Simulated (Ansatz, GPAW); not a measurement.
# How MoS3 (model structure) absorbs and reflects light

Aim: the dielectric function of MoS3 (model structure), and the optical constants that follow from it. The structure is a model built here, which may or may not match a known phase. It was built so: All O replaced by S and W replaced by Mo in the Pm-3m structure of WO3. The cell is first relaxed with Ansatz.

Main program and level: GPAW 26.7.0; DFT, PBE, plane-wave PAW (GPAW data sets), scalar-relativistic, RPA, optical limit.

## Step 1: The starting structure

It takes space group Pm-3m (No. 221, cubic). The conventional cell has a = 4.843 Å, b = 4.843 Å, c = 4.843 Å, α = 90.00°, β = 90.00°, γ = 90.00°. Mo has 6 S at 2.42 Å nearest. S has 2 Mo at 2.42 Å nearest. All O replaced by S and W replaced by Mo in the Pm-3m structure of WO3. Farther neighbours and most contacts between anions are not listed.

## Step 2: Relaxation

The structure was built or cut out here, so it is relaxed before any spectrum is computed.

This step: DFT, PBE, plane-wave PAW, default files, scalar-relativistic, relaxation (Ansatz 0.2.0).

File input.yaml:

```yaml
crystal:
  lattice:
    - [4.84339554, 0.0, 0.0]
    - [0.0, 4.84339554, 0.0]
    - [0.0, 0.0, 4.84339554]
  atoms:
    - { symbol: Mo, position: [0.0, 0.0, 0.0] }
    - { symbol: S, position: [0.5, 0.0, 0.0] }
    - { symbol: S, position: [0.0, 0.5, 0.0] }
    - { symbol: S, position: [0.0, 0.0, 0.5] }
kpoints:
  mp_grid: { grid: [5, 5, 5] }
scf:
  occupations: { method: fermi_dirac, width: 0.05 }
hamiltonian:
  xc: pbe
output:
  forces: true
  stress: true
relax:
  f_tol: 0.02
  max_steps: 50
  cell: {}
```

On the command line:

```sh
$ ansatz run input.yaml --threads 1 --pin off --max-ram 4096MiB --backend cpu --events-out ev --progress --plain --runs-dir out
```

Numbers of over 12 decimals in the logs are rounded to 6 here.

The program printed:

```text
Engine: ansatz 0.2.0, x86_64-unknown-linux-gnu
Pseudopotentials: kind: paw
Pseudopotential: Mo, paw, valence charge 14, recommended cutoff 420 eV (normal), Mo.paw.azcp
Pseudopotential: S, paw, valence charge 6, recommended cutoff 420 eV (normal), S.paw.azcp
Functional definition: PBE
  parameter kappa = 0.804
  parameter beta = 0.066725
  exchange = pbe_x(kappa = kappa, mu = beta*pi^2/3)
  correlation = pbe_c(beta = beta)
Crystal: 4 atoms, lattice volume = 113.619 Å³
Basis set: ecut = 420 eV, 2205 PW (Γ), exchange–correlation on 72×72×72 points (8 copies of the dense FFT grid, shifted against one another)
Bands: 20, of which v1, the nominal top of the filled ones, is band 16 counted from 1 (15 counted from 0)
Symmetry: 48 space group operations
Space group: Pm-3m (ITA 221), of the structure as read, at distance tolerance 4.8e-5 Å
k-points: 10 of 125
Non-local potential: Mo, projectors of the file, l = 0: 3, l = 1: 2, l = 2: 2, l = 3: 1
Non-local potential: S, projectors of the file, l = 0: 2, l = 1: 2, l = 2: 2
PAW form: soft (Blöchl's): semilocal exchange-correlation on the pseudo side does not see the compensation charge
PAW one-centre angular grid: Mo, 590 points (default); XC on 64 Gauss nodes
PAW one-centre angular grid: S, 110 points (default); XC on 64 Gauss nodes
Initial density: superposition of atomic densities (neutral atoms: chi_scale 0, normalization atom), corrected by the library's trained network
Initial wavefunctions: pseudopotential atomic-orbital guess
Functional: x = pbe(κ = 0.804, μ = 0.219515), c = pbe(β = 0.066725)
SCF iter   1: F=—  HF=-7661.887073 eV  |F-HF|=—  |Δ(HF+E_count)|=         —  Δρ=2.69e-3  dr2=1.61e-2  ethr=1.77e-3  ⟨swp⟩=6.2  Hψ=2185  notcnv=0
automatic band count: the SCF goes on with 24 bands, as 20 were too few: the levels above may hold too much charge
preconditioner: auto → LDOS  [metal: Δε(μ)=0.049 eV  Ē_g=8.919 eV  σ=0.050 eV  W_gap=0.23  n_scr=18 (ndim 8)  ℏωp=17.1 eV  f_vac=0.181  D(μ)=7.76/eV (n_scr^D=80)  β→1.0]
SCF iter   2: F=—  HF=-7661.889880 eV  |F-HF|=—  |Δ(HF+E_count)|=   2.81e-3  Δρ=5.51e-4  dr2=2.07e-4  ethr=5.03e-5  ⟨swp⟩=2.6  Hψ=511  notcnv=0  defer=4
SCF iter   3: F=—  HF=-7661.890036 eV  |F-HF|=—  |Δ(HF+E_count)|=   1.56e-4  Δρ=1.56e-4  dr2=5.36e-5  ethr=6.46e-7  ⟨swp⟩=2.0  Hψ=463  notcnv=0  defer=4
SCF iter   4: F=—  HF=-7661.890243 eV  |F-HF|=—  |Δ(HF+E_count)|=   2.07e-4  Δρ=3.64e-5  dr2=3.61e-6  ethr=1.67e-7  ⟨swp⟩=1.5  Hψ=255  notcnv=0  defer=4
SCF iter   5: F=—  HF=-7661.890242 eV  |F-HF|=—  |Δ(HF+E_count)|=   9.47e-7  Δρ=1.21e-5  dr2=2.41e-7  ethr=1.13e-8  ⟨swp⟩=2.6  Hψ=365  notcnv=0  defer=4
SCF iter   6: F=-7661.890242 eV  HF=-7661.890242 eV  |F-HF|=8.51e-9  |Δ(HF+E_count)|=   5.04e-9  Δρ=2.46e-6  dr2=1.19e-8  ethr=3.13e-10  ⟨swp⟩=4.0  Hψ=783  notcnv=0
SCF 1 converged in 6 iterations: F = -7661.890242 eV  dr2 = 1.19e-8
  greatest PAW one-centre occupation: 0.998 electrons in one spin orbital (limit 2), on the Mo atom at site 0 (counted from 0), in its partial waves of l = 0
relax step   1: F+E_penalty+E_count = -7661.89024181 eV  Δ(F+E_penalty+E_count) = +0.000e0 eV  max|allowed force component| = 4.930e-30 eV/Å  Δτ_max = 0.0000 Å  P = -6.702 GPa  Ω = 113.619 Å³  (6 SCF iters, dr2 threshold 1.00e-7 eV, accepted)
Crystal: 4 atoms, lattice volume = 100.757 Å³
Basis set: ecut = 420 eV, 1935 PW (Γ), exchange–correlation on 72×72×72 points (8 copies of the dense FFT grid, shifted against one another)
Bands: 24, of which v1, the nominal top of the filled ones, is band 16 counted from 1 (15 counted from 0)
Initial density: handed on by an earlier stage of this run
Initial wavefunctions: those handed on with the density
iter 1 solved again at ethr=1.52e-4 eV; its pass at ethr=3.10e-3 eV (dr2=4.85e-2 eV) is discarded
SCF iter   1: F=—  HF=-7662.139969 eV  |F-HF|=—  |Δ(HF+E_count)|=         —  Δρ=6.13e-3  dr2=4.93e-2  ethr=1.52e-4  ⟨swp⟩=1.5  Hψ=1358  notcnv=0
preconditioner: auto → LDOS  [metal: Δε(μ)=0.029 eV  Ē_g=9.546 eV  σ=0.050 eV  W_gap=0.14  n_scr=18 (ndim 8)  ℏωp=18.1 eV  f_vac=0.137  D(μ)=8.73/eV (n_scr^D=92)  β→1.0]
SCF iter   2: F=—  HF=-7662.124083 eV  |F-HF|=—  |Δ(HF+E_count)|=   1.59e-2  Δρ=2.20e-3  dr2=3.00e-3  ethr=1.52e-4  ⟨swp⟩=2.2  Hψ=439  notcnv=0
SCF iter   3: F=—  HF=-7662.124795 eV  |F-HF|=—  |Δ(HF+E_count)|=   7.13e-4  Δρ=6.66e-4  dr2=7.30e-4  ethr=9.36e-6  ⟨swp⟩=2.7  Hψ=399  notcnv=0
SCF iter   4: F=—  HF=-7662.124753 eV  |F-HF|=—  |Δ(HF+E_count)|=   4.21e-5  Δρ=2.07e-4  dr2=5.27e-5  ethr=2.28e-6  ⟨swp⟩=2.0  Hψ=365  notcnv=0
SCF iter   5: F=—  HF=-7662.124792 eV  |F-HF|=—  |Δ(HF+E_count)|=   3.92e-5  Δρ=6.32e-5  dr2=6.20e-6  ethr=1.65e-7  ⟨swp⟩=2.3  Hψ=378  notcnv=0
SCF iter   6: F=-7662.124792 eV  HF=-7662.124792 eV  |F-HF|=2.73e-7  |Δ(HF+E_count)|=   3.82e-7  Δρ=1.25e-5  dr2=3.05e-7  ethr=1.25e-9  ⟨swp⟩=3.5  Hψ=856  notcnv=0
SCF 2 converged in 6 iterations: F = -7662.124792 eV  dr2 = 3.05e-7
relax step   2: F+E_penalty+E_count = -7662.12479162 eV  Δ(F+E_penalty+E_count) = -2.345e-1 eV  max|allowed force component| = 9.779e-31 eV/Å  Δτ_max = 0.0000 Å  P = +1.866 GPa  Ω = 100.757 Å³  energy of the carried Pulay correction = +6.388e-4 eV  (6 SCF iters, dr2 threshold 4.00e-7 eV, accepted)
Crystal: 4 atoms, lattice volume = 103.303 Å³
Basis set: ecut = 420 eV, 2007 PW (Γ), exchange–correlation on 72×72×72 points (8 copies of the dense FFT grid, shifted against one another)
iter 1 solved again at ethr=1.39e-5 eV; its pass at ethr=3.10e-3 eV (dr2=4.45e-3 eV) is discarded
SCF iter   1: F=—  HF=-7662.137339 eV  |F-HF|=—  |Δ(HF+E_count)|=         —  Δρ=1.50e-3  dr2=4.00e-3  ethr=1.39e-5  ⟨swp⟩=1.6  Hψ=1290  notcnv=0
preconditioner: auto → LDOS  [metal: Δε(μ)=0.009 eV  Ē_g=9.383 eV  σ=0.050 eV  W_gap=0.05  n_scr=18 (ndim 8)  ℏωp=17.9 eV  f_vac=0.160  D(μ)=8.10/eV (n_scr^D=80)  β→1.0]
SCF iter   2: F=—  HF=-7662.136341 eV  |F-HF|=—  |Δ(HF+E_count)|=   9.99e-4  Δρ=4.87e-4  dr2=1.52e-4  ethr=1.25e-5  ⟨swp⟩=2.6  Hψ=380  notcnv=0
SCF iter   3: F=—  HF=-7662.136442 eV  |F-HF|=—  |Δ(HF+E_count)|=   1.01e-4  Δρ=1.22e-4  dr2=2.71e-5  ethr=4.74e-7  ⟨swp⟩=2.1  Hψ=367  notcnv=0
SCF iter   4: F=—  HF=-7662.136439 eV  |F-HF|=—  |Δ(HF+E_count)|=   2.70e-6  Δρ=4.49e-5  dr2=2.60e-6  ethr=8.46e-8  ⟨swp⟩=2.7  Hψ=387  notcnv=0
SCF iter   5: F=-7662.136439 eV  HF=-7662.136439 eV  |F-HF|=2.58e-7  |Δ(HF+E_count)|=   2.81e-7  Δρ=1.41e-5  dr2=3.17e-7  ethr=1.25e-9  ⟨swp⟩=4.9  Hψ=841  notcnv=0
SCF 3 converged in 5 iterations: F = -7662.136439 eV  dr2 = 3.17e-7
relax step   3: F+E_penalty+E_count = -7662.13643897 eV  Δ(F+E_penalty+E_count) = -1.165e-2 eV  max|allowed force component| = 9.126e-31 eV/Å  Δτ_max = 0.0000 Å  P = -0.334 GPa  Ω = 103.303 Å³  energy of the carried Pulay correction = +5.063e-4 eV  (5 SCF iters, dr2 threshold 4.00e-7 eV, accepted)
[...]
relax step   4: F+E_penalty+E_count = -7662.13688591 eV  Δ(F+E_penalty+E_count) = -4.469e-4 eV  max|allowed force component| = 5.526e-30 eV/Å  Δτ_max = 0.0000 Å  P = -0.012 GPa  Ω = 102.909 Å³  energy of the carried Pulay correction = +5.266e-4 eV  (4 SCF iters, dr2 threshold 2.79e-7 eV, accepted)
Basis set: ecut = 420 eV, 2007 PW (Γ), exchange–correlation on 64×64×64 points (8 copies of the dense FFT grid, shifted against one another)
Initial wavefunctions: pseudopotential atomic-orbital guess (no wavefunctions were taken with the density)
iter 1 solved again at ethr=5.21e-7 eV; its pass at ethr=3.10e-3 eV (dr2=1.67e-4 eV) is discarded
SCF iter   1: F=—  HF=-7662.135886 eV  |F-HF|=—  |Δ(HF+E_count)|=         —  Δρ=9.55e-5  dr2=1.38e-6  ethr=5.21e-7  ⟨swp⟩=3.1  Hψ=1866  notcnv=0
preconditioner: auto → LDOS  [metal: Δε(μ)=0.035 eV  Ē_g=9.409 eV  σ=0.050 eV  W_gap=0.17  n_scr=18 (ndim 8)  ℏωp=17.9 eV  f_vac=0.157  D(μ)=8.30/eV (n_scr^D=92)  β→1.0]
SCF iter   2: F=—  HF=-7662.136288 eV  |F-HF|=—  |Δ(HF+E_count)|=   4.02e-4  Δρ=1.46e-5  dr2=1.39e-7  ethr=4.30e-9  ⟨swp⟩=2.1  Hψ=407  notcnv=0
SCF iter   3: F=—  HF=-7662.136288 eV  |F-HF|=—  |Δ(HF+E_count)|=   3.13e-8  Δρ=3.26e-6  dr2=1.37e-8  ethr=4.34e-10  ⟨swp⟩=2.0  Hψ=374  notcnv=0
SCF iter   4: F=—  HF=-7662.136288 eV  |F-HF|=—  |Δ(HF+E_count)|=  8.09e-11  Δρ=6.21e-7  dr2=5.72e-10  ethr=4.27e-11  ⟨swp⟩=2.3  Hψ=391  notcnv=0
SCF iter   5: F=—  HF=-7662.136288 eV  |F-HF|=—  |Δ(HF+E_count)|=  7.46e-11  Δρ=1.86e-7  dr2=4.26e-11  ethr=1.79e-12  ⟨swp⟩=2.8  Hψ=396  notcnv=0
SCF iter   6: F=-7662.136288 eV  HF=-7662.136288 eV  |F-HF|=5.46e-12  |Δ(HF+E_count)|=  6.37e-12  Δρ=5.45e-8  dr2=5.30e-12  ethr=1.00e-12  ⟨swp⟩=4.0  Hψ=737  notcnv=0
SCF 5 converged in 6 iterations: F = -7662.136288 eV  dr2 = 5.30e-12
relax step   5: F+E_penalty+E_count = -7662.13628828 eV  Δ(F+E_penalty+E_count) = +5.976e-4 eV  max|allowed force component| = 2.786e-30 eV/Å  Δτ_max = 0.0000 Å  P = -0.009 GPa  Ω = 102.909 Å³  stress off target by 9.38e-3 GPa  SCF on the basis re-selected at this cell (its energy is not comparable with the rows above)  (6 SCF iters)
basis re-selected at this cell: Δ(F+E_penalty+E_count) = +5.976e-4 eV, ΔP = +0.003 GPa vs the last step (what re-selecting the basis moved, of the pressure what is left beyond the Pulay correction that the steps carried, after the strain that the cell walked since its last selection, with what the two solves' SCF thresholds leave and, on support functions, any second-order correction that the steps lacked; it is no measure of the basis error at this ecutwfc). The dense FFT grid was sized anew with the basis: this SCF ran on 32×32×32 points, the steps before it on 36×36×36, so part of this shift can come from that change (see relax.cell in the input reference). [rest of the remark cut]
SCF converged after 6 iterations
Free energy (F): -7662.136288 eV
Harris-Foulkes:  -7662.136288 eV  (|F-HF|=5.46e-12)
Internal energy: -7662.072574 eV  (E = F + TS)
E sigma→0 (E₀):  -7662.104431 eV
Entropy (-TS):   -0.063714 eV (-15.929 meV/atom)
Fermi energy:    5.096784 eV
--- Per-component energies (eV) ---
  E_band       = -311.928312
  E_kinetic    = 757.033899
  E_local      = -2508.817258  (includes V_loc(G=0)·N_el)
  E_nonlocal   = 226.426588
  E_hartree    = 928.902548
  E_xc         = -471.607342
  E_vxc        = -486.897205  (∫ρ·V_xc dr)
  E_paw        = -5001.204744  (= ΣΔE_a)
  E_vpaw       = -157.479544  (= ΣTr[D̂ρ^β])
  E_aug_tail   = 0.000043  (compensation charges beyond the density's cutoff)
  E_ewald      = -1592.806307
  E_smearing   = -0.063714  (= −TS)
  E_closure    = 0.000000  (closes the sum)
  Σ components = -7662.136288   (vs F -7662.136288, Δ=0.00e0)
--- Forces (eV/Å), atoms counted from 1 ---
  atom   1  Mo    -0.00000000    -0.00000000     0.00000000
  atom   2  S      0.00000000     0.00000000     0.00000000
  atom   3  S      0.00000000     0.00000000    -0.00000000
  atom   4  S      0.00000000     0.00000000    -0.00000000
  max |Σ_I F_I| component: 1.48e-30 eV/Å
--- Stress (GPa, compression-positive) ---
       -0.009379       0.000000       0.000000
        0.000000      -0.009379       0.000000
        0.000000       0.000000      -0.009379
  P = ⅓ Tr σ = -0.0094 GPa (-0.094 kbar)
--- Relaxed structure (4 steps of the walk, 4 accepted, 1 SCFs on fresh bases) ---
  F+E_penalty+E_count = -7662.13628828 eV   max|allowed force component| = 2.786e-30 eV/Å   (the final SCF, on the basis selected at the relaxed cell)
  cell:  # Å, volume = 102.9087 Å³
    - [4.686163, 0, 0]
    - [0, 4.686163, 0]
    - [0, 0, 4.686163]
  atoms:
    - { symbol: Mo, position: [0, 0, 0] }
    - { symbol: S, position: [0.5, 0, 0] }
    - { symbol: S, position: [0, 0.5, 0] }
    - { symbol: S, position: [0, 0, 0.5] }
```

The job ended after 8.9 s (1 thread of Intel Xeon Platinum 8259CL at 2.50GHz (Skylake/Cascade Lake), shared host; peak memory 0.42 GiB).

The steps of the relaxation:

```csv
step,energy less that of the first step (eV),largest force component (eV/Å),pressure (GPa),volume (Å³)
1,0.0000,0.0000,-6.70,113.62
2,-0.2345,0.0000,1.87,100.76
3,-0.2462,0.0000,-0.33,103.30
4,-0.2466,0.0000,-0.01,102.91
5*,-0.2460,0.0000,-0.01,102.91
```

Relaxation steps marked * repeat the geometry before them on a plane-wave basis chosen anew for their cell, so energy and pressure can jump there.

The run keeps the 48 symmetry operations that it works with, so distortions that break them were not tested.

```csv
"conventional cell, symmetrised",before,after,change
a (Å),4.843,4.686,-3.2 %
b (Å),4.843,4.686,-3.2 %
c (Å),4.843,4.686,-3.2 %
volume (Å³/atom),28.40,25.73,-9.4 %
```

Final coordinates:

```
Mo S
1.0
     4.68616    0.00000    0.00000
     0.00000    4.68616    0.00000
     0.00000    0.00000    4.68616
Mo S
1 3
Direct
  0.00000 0.00000 0.00000
  0.50000 0.00000 0.00000
  0.00000 0.50000 0.00000
  0.00000 0.00000 0.50000
```

The relaxation ends with a pressure of -0.01 GPa.

(Part 1 of 3 ends here.)

[Machine, clock and banner lines and Python warnings are left out of the logs.]

[Logs are printed without paths, hosts, clocks, repeated set-up lines and the standing remarks that a program may print on its own settings, such as how far it seeks lower states.]

[Hosts, paths, dates, database ids (printed as entryN), source tags and the programs' standing remarks are cut or masked in the printed files.]
